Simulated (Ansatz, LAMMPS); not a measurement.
## Glassy 69SiO2-9K2O-9ZnO-12BaO (mol %) (89 atoms) in motion

How do the atoms of glassy 69SiO2-9K2O-9ZnO-12BaO (mol %) (89 atoms) move, and what local order do they keep?

Calculated with Ansatz 0.2.0; Kohn-Sham DFT, revPBE, PAW (set soft_2), plane waves.

### 1. Set-up

The cell holds 89 atoms: 22 Si, 6 K, 3 Zn, 4 Ba and 54 O. Its edges and angles: a = 11.126 Å, b = 11.126 Å, c = 11.126 Å, α = 90.0°, β = 90.0°, γ = 90.0°. 89 atoms (22 Si, 6 K, 3 Zn, 4 Ba, 54 O) placed at random at 2.94 g/cm³, melted at 4000 K for 10 ps at fixed volume with the Morse and Coulomb pair potential with partial charges (Pedone, Malavasi, Menziani, Cormack and Segre, J. Phys. Chem. B 110, 11780 (2006)). Quenched from 4000 K to 300 K at 10 K/ps and fixed volume, held 10 ps at zero pressure.

Limits known from the start: The quench rate of 10 K/ps is many orders above laboratory rates, so the cell is likely richer in defects and strain than a real sample. The starting topology of bonds comes from the classical model, and needn't be the one that DFT or experiment would give. Only the Γ point is sampled, in a cell whose shortest periodic width is 11 Å. No spin–orbit coupling is included, so levels derived from the heavy atoms are approximate.

### 2. Dynamics started at 300 K

A Langevin thermostat couples each atom to a heat bath, at the price of damped dynamics. The time step is 1.0 fs.

File input.yaml:

```yaml
crystal:
  lattice:
    - [11.12561, 0.0, 0.0]
    - [0.0, 11.12561, 0.0]
    - [0.0, 0.0, 11.12561]
  atoms:
    - { symbol: Si, position: [0.76864, 0.17519, 0.51056] }
    - { symbol: Si, position: [0.64658, 0.94241, 0.24526] }
    - { symbol: Si, position: [0.57633, 0.61223, 0.51475] }
    - { symbol: Si, position: [0.39934, 0.39594, 0.0888] }
    [... 79 atom lines left out ...]
    - { symbol: O, position: [0.86067, 0.69486, 0.13217] }
    - { symbol: O, position: [0.2714, 0.44355, 0.72663] }
    - { symbol: O, position: [0.8581, 0.06014, 0.5101] }
    - { symbol: O, position: [0.50025, 0.94473, 0.58035] }
    - { symbol: O, position: [0.88689, 0.47111, 0.71208] }
    - { symbol: O, position: [0.16549, 0.11286, 0.56456] }
kpoints:
  mp_grid: { grid: [1, 1, 1] }
hamiltonian:
  xc: revpbe
scf:
  occupations: { method: fermi_dirac, width: 0.05 }
output:
  forces: true
md:
  timestep: 1.0
  n_steps: 199
  ensemble: nvt_langevin
  temperature: 300
  initial_velocities: maxwell_boltzmann
  seed: 8072
```

On the command line:

```sh
$ ansatz run input.yaml --threads 4 --pin off --max-ram 8192MiB --backend cpu --events-out ev --progress --plain --runs-dir out
```

It took 25 min on 4 threads of Arm Neoverse V2, shared host; peak memory 1.9 GiB.

The program notes that it switched symmetry off.

Rows from the run:

```
time (fs)  T (K)  potential (meV/atom)
      0.0    297                   0.0
     13.0    531                 -34.2
     27.0    433                 -22.9
     40.0    395                 -27.6
     53.0    455                 -33.6
     66.0    422                 -32.1
     80.0    370                 -34.7
     93.0    396                 -45.5
    106.0    392                 -45.9
    119.0    375                 -45.6
    133.0    338                 -42.8
    146.0    355                 -46.7
    159.0    344                 -48.4
    172.0    351                 -49.4
    186.0    312                 -46.6
    199.0    362                 -54.9
```

Mean square displacement from the first frame to the last: Si 0.063 Å², K 0.15 Å², Zn 0.066 Å², Ba 0.14 Å², O 0.13 Å².

The mean square displacement by time lag:

```
time lag (fs)  Ba (Å²)   K (Å²)   O (Å²)  Si (Å²)  Zn (Å²)
          1.0   8.7e-6   2.0e-5   6.0e-5   3.6e-5   8.2e-6
          5.0   2.2e-4   4.9e-4  0.00146   8.7e-4   2.0e-4
          9.0   7.0e-4  0.00156  0.00443  0.00261   6.4e-4
         13.0  0.00145  0.00320  0.00839  0.00484  0.00131
         17.0  0.00247  0.00538   0.0127  0.00715  0.00218
         21.0  0.00373  0.00804   0.0169  0.00921  0.00322
         25.0  0.00523   0.0111   0.0208   0.0109  0.00442
         29.0  0.00694   0.0146   0.0245   0.0122  0.00575
         34.0  0.00937   0.0195   0.0290   0.0135  0.00757
         38.0   0.0115   0.0237   0.0325   0.0145  0.00913
         42.0   0.0139   0.0282   0.0360   0.0155   0.0108
         46.0   0.0164   0.0328   0.0393   0.0166   0.0125
         50.0   0.0190   0.0377   0.0422   0.0179   0.0143
         54.0   0.0218   0.0426   0.0448   0.0192   0.0163
         58.0   0.0248   0.0477   0.0471   0.0206   0.0183
         62.0   0.0278   0.0528   0.0494   0.0221   0.0205
         67.0   0.0317   0.0592   0.0524   0.0240   0.0233
         71.0   0.0349   0.0643   0.0550   0.0254   0.0256
         75.0   0.0383   0.0693   0.0577   0.0269   0.0279
         79.0   0.0417   0.0742   0.0604   0.0282   0.0303
         83.0   0.0453   0.0789   0.0629   0.0294   0.0327
         87.0   0.0491   0.0835   0.0653   0.0305   0.0351
         91.0   0.0529   0.0879   0.0676   0.0316   0.0375
         95.0   0.0569   0.0921   0.0700   0.0326   0.0400
        100.0   0.0618   0.0972   0.0729   0.0339   0.0431
```

Over the second half of 199 fs the temperature averages 352 K with swings of 23 K r.m.s. From first frame to last K has the largest mean square displacement, 0.15 Å² at the end; the farthest move is 0.88 Å. The mean temperature of 352 K lies well off the 300 K of the input, so the thermostat hasn't yet brought the run to equilibrium. The run spans 0.20 ps, too short for its means to be equilibrium values.

### 3. Distances and neighbours late in the run

The g(r) is a mean over the second half; what follows it is taken at the last frame.

Density 2.97 g/cm³, 15.47 Å³ an atom.

Mean of 14 frames. Pair distribution functions g(r), in bins of 0.2 Å:

```
r (Å)  total   O-O   O-Si   O-K  O-Ba  O-Zn  Si-Si
 1.50   0.82  0.00   2.73  0.00  0.00  0.00   0.00
 1.70   3.65  0.00  12.14  0.00  0.00  0.00   0.00
 1.90   0.20  0.00   0.07  0.00  0.00  4.46   0.00
 2.10   0.23  0.00   0.00  0.00  0.00  5.62   0.00
 2.30   0.03  0.01   0.00  0.11  0.32  0.00   0.00
 2.50   0.69  1.39   0.00  1.03  1.64  0.00   0.00
 2.70   2.15  4.93   0.01  2.49  2.26  0.03   0.00
 2.90   0.80  0.95   0.09  2.51  2.29  0.38   1.11
 3.10   0.80  0.57   0.14  0.95  1.20  0.00   5.54
 3.30   0.74  0.58   0.43  1.06  1.20  0.72   1.29
 3.50   0.86  0.59   1.04  0.72  0.75  0.91   0.03
 3.70   1.02  0.66   1.36  0.72  0.52  0.53   0.01
 3.90   1.16  0.82   1.61  0.65  0.80  1.00   0.28
 4.10   1.11  0.70   1.71  1.08  0.85  0.85   0.37
 4.30   1.02  0.69   1.51  1.30  1.08  1.39   0.43
 4.50   0.90  0.83   0.73  1.10  1.43  1.97   0.93
 4.70   1.04  1.18   0.88  1.00  1.35  1.48   1.12
 4.90   1.17  1.47   0.83  1.33  1.23  1.07   1.66
 5.10   1.06  1.50   0.64  1.19  0.73  1.08   1.07
 5.30   1.02  1.17   0.86  0.94  1.48  0.80   1.33
 5.50   0.89  0.84   0.84  0.82  1.32  0.47   1.33
```

Bonds by pair of elements; cutoffs follow the first minimum of g(r), held within bounds set by covalent radii, and pairs that aren't listed don't count as bonded:

```
pair A-B  cutoff (Å)  bonds  mean length (Å)  spread (Å)  shortest (Å)  B about A  A about B
    O-Si        2.16     88             1.65       0.046          1.56       1.63          4
     O-K        3.15     33             2.80       0.177          2.47      0.611        5.5
    O-Ba        3.29     24             2.80       0.194          2.42      0.444          6
    O-Zn        2.48     12             2.02       0.051          1.96      0.222          4
```

The cutoffs for O-K and O-Ba fall short of the minimum of g(r), so counts run low and odd coordinations can be artefacts.

How many atoms have how many bonded neighbours:

```
element  mean   2   3   4  5  6  7
     Ba     6   0   0   0  1  2  1
      K   5.5   0   0   1  1  4  0
      O  2.91  17  25  12  0  0  0
     Si     4   0   0  22  0  0  0
     Zn     4   0   0   3  0  0  0
```

Bond angles (no mean is given where the spread exceeds 20°):

```
  angle  count  mean (°)  spread (°)
 O-Si-O    132       109         5.9
  O-K-O     76         -           -
 O-Ba-O     61         -           -
 K-O-Si     48       107        14.3
Si-O-Si     34       140          12
```

Oxygen atoms by the number of network formers (Si, P, Ge, B, Al, As, Ga) bound to them:

```
network formers bound to O  O atoms  per cent
                         0        0         0
                         1       20        37
                         2       34        63
```

Network units: each former by its oxygen neighbours and how many of them bridge to another former:

```
former  O neighbours  bridging O  atoms
    Si             4           2      5
    Si             4           3     10
    Si             4           4      7
```

Bond length by coordination (bonds to H left out):

```
element  coordination  atoms  mean bond length (Å)
     Ba             5      1                  2.79
     Ba             6      2                  2.80
     Ba             7      1                   2.8
      K             4      1                  2.66
      K             5      1                  2.83
      K             6      4                  2.81
      O             2     17                  1.69
      O             3     25                  2.12
      O             4     12                  2.35
```

Rings of the network by King's shortest-path rule, up to 12 atoms, one path for each pair of neighbours; H, halogens, alkali and alkaline-earth atoms are left out, and the last column divides by all other atoms, bonded or not:

```
ring size (atoms)  rings  per network atom
                6      2             0.025
                8      4             0.051
               10      7             0.089
               12     13             0.165
```

The O-Si-O angle averages 109° with a spread of 6°. Counting bonds to Si alone, not to Zn, 63 % of the oxygens join two of these atoms and 37 % one. The commonest Si unit has 4 oxygens, 3 of them shared with other formers (10 of 22 atoms). Rings of 12 atoms are the most common (50 % of those counted); sizes run from 6 to 12, where the search stops.

### 4. Single point at the last frame

The last frame is solved again with fuller output, to read the electronic structure of a thermally displaced geometry.

File input.yaml:

```yaml
crystal:
  lattice:
    - [11.12561, 0.0, 0.0]
    - [0.0, 11.12561, 0.0]
    - [0.0, 0.0, 11.12561]
  atoms:
    - { symbol: Si, position: [0.80719, 0.17937, 0.48994] }
    - { symbol: Si, position: [0.64379, 0.93226, 0.22357] }
    - { symbol: Si, position: [0.56687, 0.60974, 0.50151] }
    - { symbol: Si, position: [0.3857, 0.38008, 0.09033] }
    [... 79 atom lines left out ...]
    - { symbol: O, position: [0.88413, 0.69788, 0.09207] }
    - { symbol: O, position: [0.26798, 0.42898, 0.71273] }
    - { symbol: O, position: [0.90167, 0.06604, 0.48728] }
    - { symbol: O, position: [0.50542, 0.9634, 0.57446] }
    - { symbol: O, position: [0.88989, 0.47091, 0.67588] }
    - { symbol: O, position: [0.22905, 0.06199, 0.55441] }
kpoints:
  mp_grid: { grid: [1, 1, 1] }
hamiltonian:
  xc: revpbe
scf:
  occupations: { method: fermi_dirac, width: 0.05 }
output:
  forces: true
  stress: true
  populations: true
  dos:
    method: { smearing: { sigma: 0.15 } }
    de: 0.1
    projected: { site_lists: { Ba: [Ba], K: [K], O: [O], Si: [Si], Zn: [Zn] } }
  eigenvalues: true
  write_density: true
  write_potential: true
  volumetric_format: npy
```

The job ended after 21 s (4 threads; peak memory 1.8 GiB; 79 s of CPU time).

Read from the output:

| Quantity | Value |
| --- | --- |
| free energy | -87882.2973 eV |
| free energy per atom | -987.4415 eV/atom |
| SCF cycles | 10 |
| pressure | 1.054 GPa |
| r.m.s. force component | 0.7347 eV/Å |
| longest force | 3.643 eV/Å |
| Fermi energy | 5.844 eV |
| gap (highest filled to lowest empty level) | 3.614 eV |
| spilling of the projection | 0.01216 |

Length of the force by element:

```
element  coordination  atoms  mean length of the force (eV/Å)  spread  least   most
     Ba           all      4                            0.516   0.225  0.176  0.739
      K           all      6                            0.392   0.190  0.141  0.701
      O           all     54                             1.14   0.636  0.242   3.64
     Si           all     22                             1.40   0.524  0.804   2.63
     Zn           all      3                            0.453   0.123  0.306  0.607
```

Löwdin charges by element (they lack the spilled electrons, 0.074 e an atom on average):

```
element  coordination  atoms  mean charge (e)  spread  least    most
     Ba           all      4             1.86  0.0175   1.84    1.88
      K           all      6            0.855  0.0129  0.835   0.875
      O           all     54           -0.881  0.0898  -1.06  -0.773
     Si           all     22             1.69  0.0514   1.60    1.77
     Zn           all      3             1.49  0.0031   1.49    1.50
```

Density of states as counts of states in windows of 1 eV (from the Fermi level), total and the larger projections:

```
from (eV)  to (eV)  total   O p  Si p  Zn d
      -10       -9   15.4  10.8   1.9   0.0
       -9       -8   18.1  13.4   2.9   0.1
       -8       -7   30.5  20.1   4.2   4.5
       -7       -6   44.0  22.6   2.5  16.3
       -6       -5   56.3  43.8   3.6   4.8
       -5       -4   60.6  53.5   2.0   1.6
       -4       -3   58.3  53.2   1.3   1.3
       -3       -2   49.5  45.6   1.0   1.1
       -2       -1    3.2   3.1   0.1   0.0
       -1        1    0.0   0.0   0.0   0.0
        1        2    1.9   0.1   0.0   0.0
        2        3    1.6   0.2   0.1   0.0
        3        4   17.0   1.6   2.0   0.0
        4        5   30.3   2.4   5.6   0.0
```

Between -26 and -10 eV lie 186 more states.

The levels nearest the highest filled one (over half full), pooled over k-points and spins:

```
level less the highest filled one (eV)  occupation
                                -0.524           2
                                -0.451           2
                                -0.366           2
                                -0.326           2
                                -0.264           2
                                     0           2
                                  3.61           0
                                  4.75           0
                                  4.89           0
                                  5.07           0
                                  5.17           0
                                  5.33           0
```

Mean Löwdin charges: Ba +1.86, K +0.85, O -0.88, Si +1.69, Zn +1.49 e (they miss 1.2 % of the electrons, so they add up to more than the cell's charge).

### 5. Summary of results

| Property | Result |
| --- | --- |
| mean temperature, second half | 352.4 K |
| temperature swing, second half | 22.64 K |
| free energy per atom | -987.4415 eV/atom |
| pressure | 1.054 GPa |
| r.m.s. force component | 0.7347 eV/Å |
| gap (highest filled to lowest empty level) | 3.614 eV |
| wall time of the 2 DFT runs | 26 min |

**Reading.** Over the second half of 199 fs the temperature averages 352 K with swings of 23 K r.m.s. The mean temperature of 352 K lies well off the 300 K of the input, so the thermostat hasn't yet brought the run to equilibrium. The run spans 0.20 ps, too short for its means to be equilibrium values. Counting bonds to Si alone, not to Zn, 63 % of the oxygens join two of these atoms and 37 % one. The highest filled and lowest empty levels differ by 3.61 eV (at Γ alone); a semilocal functional tends to put such gaps too low. In a disordered cell it changes from sample to sample, and tail or defect levels can set it.

**Limits.** The pressure of a single frame lacks the kinetic term, about 0.31 GPa here.

[Logs are printed without paths, hosts, clocks, repeated set-up lines and the standing remarks that a program may print on its own settings, such as how far it seeks lower states.]

[Hosts, paths, dates, database ids (printed as entryN), source tags and the programs' standing remarks are cut or masked in the printed files.]
